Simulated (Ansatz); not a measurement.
# NaMgF3 (Neighborite, Pm-3m): following an unstable mode, part 3 of 3

Which phase does NaMgF3 (Neighborite, Pm-3m) fall into along its unstable mode, and how much energy does it gain?

Ansatz 0.2.0; DFT PBEsol, scalar-relativistic, plane waves, PAW; PAW set soft_1.

So far. Step 5 (Energy along the mode, all amplitudes (two of the runs …): The lowest of the steps tried is at 0.45 Å, 30.5 meV/atom below the parent; the bottom of the well need not coincide with a step. Step 7 (The new phase in its own primitive cell): The largest force component left is 0.091 meV/Å and the pressure is -0.005 GPa, within the tolerances set. The cell now holds 11.51 Å³/atom. The relaxed cell has a = 5.449, c = 13.424 Å (conventional setting).

The database entry behind the starting cell lists a temperature of 1273 K, so it need not match the best structure at ambient conditions.

### 8. Modes of the new phase, k-mesh 6×6×6

A relaxed structure may still be a saddle point, so its zone-centre modes are computed. The response to a homogeneous field gives the Born charges and the dielectric tensor.

input.yaml reads:

```yaml
crystal:
  lattice:
    - [2.724500965, 1.5729913656, 4.4745585353]
    - [-2.724500965, 1.5729913656, 4.4745585353]
    - [0.0, -3.1459827311, 4.4745585353]
  atoms:
    - { symbol: Na, position: [0.25, 0.25, 0.25] }
    - { symbol: Na, position: [0.75, 0.75, 0.75] }
    - { symbol: Mg, position: [0.5, 0.5, 0.5] }
    - { symbol: Mg, position: [0.0, 0.0, 0.0] }
    - { symbol: F, position: [0.3326593405, 0.75, 0.1673406595] }
    - { symbol: F, position: [0.6673406595, 0.25, 0.8326593405] }
    - { symbol: F, position: [0.75, 0.1673406595, 0.3326593405] }
    - { symbol: F, position: [0.25, 0.8326593405, 0.6673406595] }
    - { symbol: F, position: [0.8326593405, 0.6673406595, 0.25] }
    - { symbol: F, position: [0.1673406595, 0.3326593405, 0.75] }
kpoints:
  mp_grid: { grid: [6, 6, 6] }
hamiltonian:
  xc: pbesol
  pseudopotentials: { kind: paw, azcp: { folder: soft_1 }, xc_functional: pbe }
scf:
  occupations: { method: fixed }
output:
  eigenvalues: true
phonons:
  method: dfpt
  dielectric: true
  rigid_motions: translations
```

Run with:

```sh
$ ansatz run input.yaml --threads 4 --pin off --max-ram 10240MiB --backend cpu --events-out ev --progress --plain --runs-dir out
```

Numbers of over 12 decimals in the logs are rounded to 6 here.

What it wrote:

```text
[...]
Crystal: 10 atoms, lattice volume = 115.057 Å³
Basis set: ecut = 420 eV, 2229 PW (Γ), exchange–correlation on 80×80×80 points (8 copies of the dense FFT grid, shifted against one another)
Bands: 50, of which v1, the nominal top of the filled ones, is band 40 counted from 1 (39 counted from 0)
Symmetry: 12 space group operations
k-points: 112 of 216 (irreducible under 1 space group operation, time reversal used)
[...]
SCF iter   1: F=—  HF=-11601.032880 eV  |F-HF|=—  |Δ(HF+E_count)|=         —  Δρ=1.53e-1  dr2=1.83e1  ethr=3.10e-3  ⟨swp⟩=5.0  Hψ=20428  notcnv=0  defer=873
[...]
SCF iter  11: F=-11593.961206 eV  HF=-11593.961206 eV  |F-HF|=5.46e-12  |Δ(HF+E_count)|=  9.09e-12  Δρ=7.89e-8  dr2=3.70e-12  ethr=1.00e-12  ⟨swp⟩=14.1  Hψ=36975  notcnv=0
SCF 1 converged in 11 iterations: F = -11593.961206 eV  dr2 = 3.70e-12
[...]
NSCF: frozen V_eff on 6 k-points
DFPT response loops at Γ: preconditioner auto → none (the input reference at scf.mixing.eps_inf says where Resta's filter doesn't serve); β = 0.50; Broyden in place of MSR1
SCF converged after 11 iterations
Free energy (F): -11593.961206 eV
[...]
Internal energy: -11593.961206 eV  (E = F + TS)
E sigma→0 (E₀):  -11593.961206 eV
Fermi energy:    1.620086 eV
[...]
--- Band table (eV; the first three rows and the last of 112) ---
  k-point 0: bands = [... 36 lower, 1.3524, 1.5336, 1.6201, 1.6201, 8.2457, 13.7130, 14.2983, 14.9725, ... 6 higher]
  k-point 1: bands = [... 36 lower, 1.3810, 1.4952, 1.5981, 1.6030, 8.6193, 13.4222, 14.1805, 14.4645, ... 6 higher]
  k-point 2: bands = [... 36 lower, 1.3687, 1.4671, 1.5271, 1.5397, 9.5767, 12.2023, 14.3766, 14.4762, ... 6 higher]
  k-point 111: bands = [... 36 lower, 1.3671, 1.3671, 1.3671, 1.3671, 10.8009, 10.8009, 14.8305, 14.8305, ... 6 higher]
--- Phonons (Γ-DFPT): 6 representative perturbations + reference, on 112 of 216 k-points (Σ response iterations 20) ---
  k mesh reduced under 1 symmetry operation, with k and −k counted as one. Each operation leaves every solved perturbation unchanged. A smaller set is not considered because the run solves the response to a homogeneous field
  ASR residual: 9.597e-5 → 0.000e0 eV/Å²; symmetrization residual: 1.436e-5 eV/Å²
  ASR residual per site (eV/Å²): 9.60e-5 9.60e-5 2.37e-5 2.37e-5 5.94e-5 5.94e-5 5.94e-5 5.94e-5 6.91e-5 6.91e-5
  Γ frequencies (cm⁻¹): -61.38 -10.78 -10.78 0.00 0.00 0.00 41.42 118.50 118.50 187.73 208.28 208.28 226.34 226.34 245.41 273.32 274.34 295.03 295.03 306.16 306.16 359.98 359.98 396.85 403.08 403.08 471.37 486.62 486.62 497.56
  ε∞ (high-frequency dielectric tensor):
        1.977408     0.000000     0.000000
       -0.000000     1.977408     0.000000
        0.000000     0.000000     1.980014
  softest optical mode at Γ: -61.38 cm⁻¹; the repairs (sum rule, projections) moved no ω² at Γ by more than (2.72 cm⁻¹)²
  Born effective charges Z* (e; rows j = field, columns β = displacement):
    site 0:
         1.08765   -0.00000    0.00000
         0.00000    1.08765    0.00000
         0.00000    0.00000    1.10577
    site 1:
         1.08765   -0.00000    0.00000
         0.00000    1.08765    0.00000
         0.00000    0.00000    1.10577
    site 2:
         1.96071   -0.03150    0.00000
         0.03150    1.96071   -0.00000
        -0.00000   -0.00000    1.92932
    site 3:
         1.96071    0.03150   -0.00000
        -0.03150    1.96071   -0.00000
         0.00000   -0.00000    1.92932
    site 4:
        -1.07399    0.10024   -0.14835
         0.10024   -0.95824    0.08565
        -0.15645    0.09033   -1.01170
    site 5:
        -1.07399    0.10024   -0.14835
         0.10024   -0.95824    0.08565
        -0.15645    0.09033   -1.01170
    site 6:
        -1.07399   -0.10024    0.14835
        -0.10024   -0.95824    0.08565
         0.15645    0.09033   -1.01170
    site 7:
        -1.07399   -0.10024    0.14835
        -0.10024   -0.95824    0.08565
         0.15645    0.09033   -1.01170
    site 8:
        -0.90037   -0.00000   -0.00000
        -0.00000   -1.13187   -0.17130
        -0.00000   -0.18066   -1.01170
    site 9:
        -0.90037   -0.00000   -0.00000
        -0.00000   -1.13187   -0.17130
        -0.00000   -0.18066   -1.01170
  Z* charge neutrality: 1.901e-5 e pre-enforcement
  k-mesh period / interband length: 32.8 Å / 0.90 Å = 36.30 at k = (0.0000, 0.0000, 0.0000), direct gap 6.626 eV — 14 or more, which is no proof of convergence
  optical modes at Γ without the LO–TO term, one row a degenerate level:
      ω (cm⁻¹)  modes    IR ((D/Å)²/amu)
        -61.38      1             5.6471
        -10.78      2             0.0000
         41.42      1             0.0000
        118.50      2             2.8725
        187.73      1             0.0000
        208.28      2             0.0000
        226.34      2             3.7504
[...]
optical modes at Γ + LO–TO along q̂ = [1.0000, 0.0000, 0.0000]:
      ω (cm⁻¹)  modes    IR ((D/Å)²/amu)
[...]
optical modes at Γ + LO–TO along q̂ = [0.0000, 1.0000, 0.0000]:
      ω (cm⁻¹)  modes    IR ((D/Å)²/amu)
[...]
optical modes at Γ + LO–TO along q̂ = [0.0000, 0.0000, 1.0000]:
      ω (cm⁻¹)  modes    IR ((D/Å)²/amu)
[...]
226.34      2             3.7504
        245.41      1             0.0000
        274.34      1             0.0000
        295.03      2            11.3563
        306.16      2             0.0000
        316.10      1             1.9250
        359.98      2             0.0000
        396.85      1             0.0000
        403.08      2             2.1135
        486.62      2            14.7110
        497.56      1             0.0000
        575.46      1            14.0403
```

Run time: 2.1 min. Hardware: 4 threads of Intel Xeon Platinum 8488C (Sapphire Rapids), shared host; peak memory 2.6 GiB.

Numbers from this step:

| Property | Result |
| --- | --- |
| sum-rule residual before enforcement | 9.60e-5 eV/Å² |
| miss of the charge sum rule | 1.90e-5 e |
| point group | -3m |
| highest optical mode at the zone centre (no LO-TO term) | 497.6 cm⁻¹ |
| lowest optical zone-centre mode | -61.38 cm⁻¹ |
| mean high-frequency dielectric constant | 1.978 |
| largest Born charge (third of the trace) | 1.950 e |
| top of the zone-centre spectrum with the field | 587.2 cm⁻¹ |

Without the LO-TO term. Patterns of degenerate modes are one choice out of their space. Modes at Γ, with each element's share of the kinetic energy (negative means imaginary):

```
mode  frequency (cm⁻¹)  symmetry  Na %  Mg %  F %
   1             -61.4       A2u    72     1   27
   2             -10.8        Eg    10     0   90
   3             -10.8        Eg    10     0   90
   4               0.0  acoustic    22    23   55
   5               0.0  acoustic    22    23   55
   6               0.0  acoustic    22    23   55
   7              41.4       A2g    93     0    7
   8             118.5        Eu    19     0   81
   9             118.5        Eu    19     0   81
  10             187.7       A1g     0     0  100
  11             208.3        Eg    89     0   11
  12             208.3        Eg    89     0   11
  13             226.3        Eu    59     7   34
  14             226.3        Eu    59     7   34
  15             245.4       A1u     0     2   98
  16             273.3       A2u     6    42   52
  17             274.3       A2g     7     0   93
  18             295.0        Eu     0    43   57
  19             295.0        Eu     0    43   57
  20             306.2        Eg     1     0   99
  21             306.2        Eg     1     0   99
  22             360.0        Eg     0     0  100
  23             360.0        Eg     0     0  100
  24             396.9       A1u     0    98    2
  25             403.1        Eu     0    96    4
  26             403.1        Eu     0    96    4
  27             471.4       A2u     0    34   66
  28             486.6        Eu     0    31   69
  29             486.6        Eu     0    31   69
  30             497.6       A2g     0     0  100
```

Displacements in mode 1 (-61.4 cm⁻¹), the largest set to 1:
```
Na1  0.00  0.00  1.00
Na2  0.00  0.00  1.00
Mg3  0.00  0.00 -0.09
Mg4  0.00  0.00 -0.09
F5   0.12 -0.07 -0.37
F6   0.12 -0.07 -0.37
F7  -0.12 -0.07 -0.37
F8  -0.12 -0.07 -0.37
F9   0.00  0.14 -0.37
F10  0.00  0.14 -0.37
```

Displacements in mode 26 (403.1 cm⁻¹), the largest set to 1:
```
Na1  0.01  0.00  0.00
Na2  0.01  0.00  0.00
Mg3 -0.27 -1.00  0.00
Mg4 -0.27  1.00  0.00
F5   0.07  0.07 -0.03
F6   0.07  0.07 -0.03
F7   0.07 -0.07  0.03
F8   0.07 -0.07  0.03
F9   0.19  0.00  0.00
F10  0.19  0.00  0.00
```

Optical modes at the zone centre, without and with the macroscopic field of the longitudinal modes; each column is sorted by frequency, so a row need not hold one and the same mode. Modes with and without the field, by row:

```
rank among optical modes  no field (cm⁻¹)  q along (1, 0, 0) (cm⁻¹)  q along (0, 0, 1) (cm⁻¹)
                       1            -61.4                     -61.4                     -10.8
                       2            -10.8                     -10.8                     -10.8
                       3            -10.8                     -10.8                      41.4
                       4             41.4                      41.4                     118.5
                       5            118.5                     118.5                     118.5
                       6            118.5                     137.9                     152.4
                       7            187.7                     187.7                     187.7
                       8            208.3                     208.3                     208.3
                       9            208.3                     208.3                     208.3
                      10            226.3                     226.3                     226.3
                      11            226.3                     239.1                     226.3
                      12            245.4                     245.4                     245.4
                      13            273.3                     273.3                     274.3
                      14            274.3                     274.3                       295
                      15              295                       295                       295
                      16              295                     306.2                     306.2
                      17            306.2                     306.2                     306.2
                      18            306.2                     350.5                     316.1
                      19              360                       360                       360
                      20              360                       360                       360
                      21            396.9                     396.9                     396.9
                      22            403.1                     403.1                     403.1
                      23            403.1                     413.4                     403.1
                      24            471.4                     471.4                     486.6
                      25            486.6                     486.6                     486.6
                      26            486.6                     497.6                     497.6
                      27            497.6                     587.2                     575.5
```

Born charge (rows field, columns displacement) (e), principal values of the symmetric part by kind of site:

```
atom  atoms with these values    low  middle   high   mean
 Na1                        2   1.09    1.09   1.11   1.09
 Mg3                        2   1.93    1.96   1.96   1.95
  F5                        6  -1.26   -0.90  -0.89  -1.01
```

In full for Na1:

```
1.09 0.00 0.00
0.00 1.09 0.00
0.00 0.00 1.11
```

High-frequency dielectric tensor:

```
1.98 0.00 0.00
0.00 1.98 0.00
0.00 0.00 1.98
```

Transverse modes; imaginary modes are left out. Infrared lines, with heights relative to the strongest:

```
position (cm⁻¹)  relative intensity
             41                 0.0
            118                  20
            188                 0.0
            208                 0.0
            226                  25
            245                 0.0
            273                  21
            274                 0.0
            295                  77
            306                 0.0
            360                 0.0
            397                 0.0
            403                  14
            471                  58
            487                 100
            498                 0.0
```

Before it was imposed, the acoustic sum rule was missed by 9.6e-5 eV/Å² and the charge sum rule by 1.9e-5 e. Small misses are needed for a sound result but don't prove that mesh and cutoff are converged. The lowest optical mode is imaginary, 61.4i cm⁻¹, so the energy falls along it.

### 9. Summary of results

| Property | Result |
| --- | --- |
| unstable mode of the parent | q = (-0.5, -0.5, -0.5), 123i cm⁻¹ |
| depth at the lowest point sampled | 30.5 meV/atom |
| largest atomic shift at that point | 0.45 Å |
| space group reached (within 0.01 Å) | R-3c |
| energy gained over the parent (first relaxation, on the mesh of the frozen mode) | 34.3 meV/atom |
| volume per atom, phase reached | 11.5 Å³ |
| gap on the k-mesh, phase reached | 6.63 eV |
| lowest optical zone-centre mode, phase reached | -61.4 cm⁻¹ |
| highest optical mode at the zone centre (no LO-TO term), phase reached | 498 cm⁻¹ |

**Reading.** Along this mode the structure falls into R-3c, 34.3 meV/atom below the parent. At the parent's cell the well is 30.50 meV/atom deep on the steps tried, with its lowest point at a shift of 0.45 Å. Relaxing atoms and cell changes the gain by +3.75 meV/atom against the lowest step (energies at zero smearing). The new phase still has an imaginary mode at the zone centre of its cell, so it is a saddle point on the way to a lower structure. Of the 4 patterns followed to their end from this parent, this one ends 1.88 meV/atom above the lowest, Imma. Each path keeps the symmetry of its pattern, so a lower phase may lie along a pattern not tried. The PAW files were made for PBE and serve the other functionals too.

[Logs are printed without paths, hosts, clocks, repeated set-up lines and the standing remarks that a program may print on its own settings, such as how far it seeks lower states.]

[Hosts, paths, dates, database ids (printed as entryN), source tags and the programs' standing remarks are cut or masked in the printed files.]
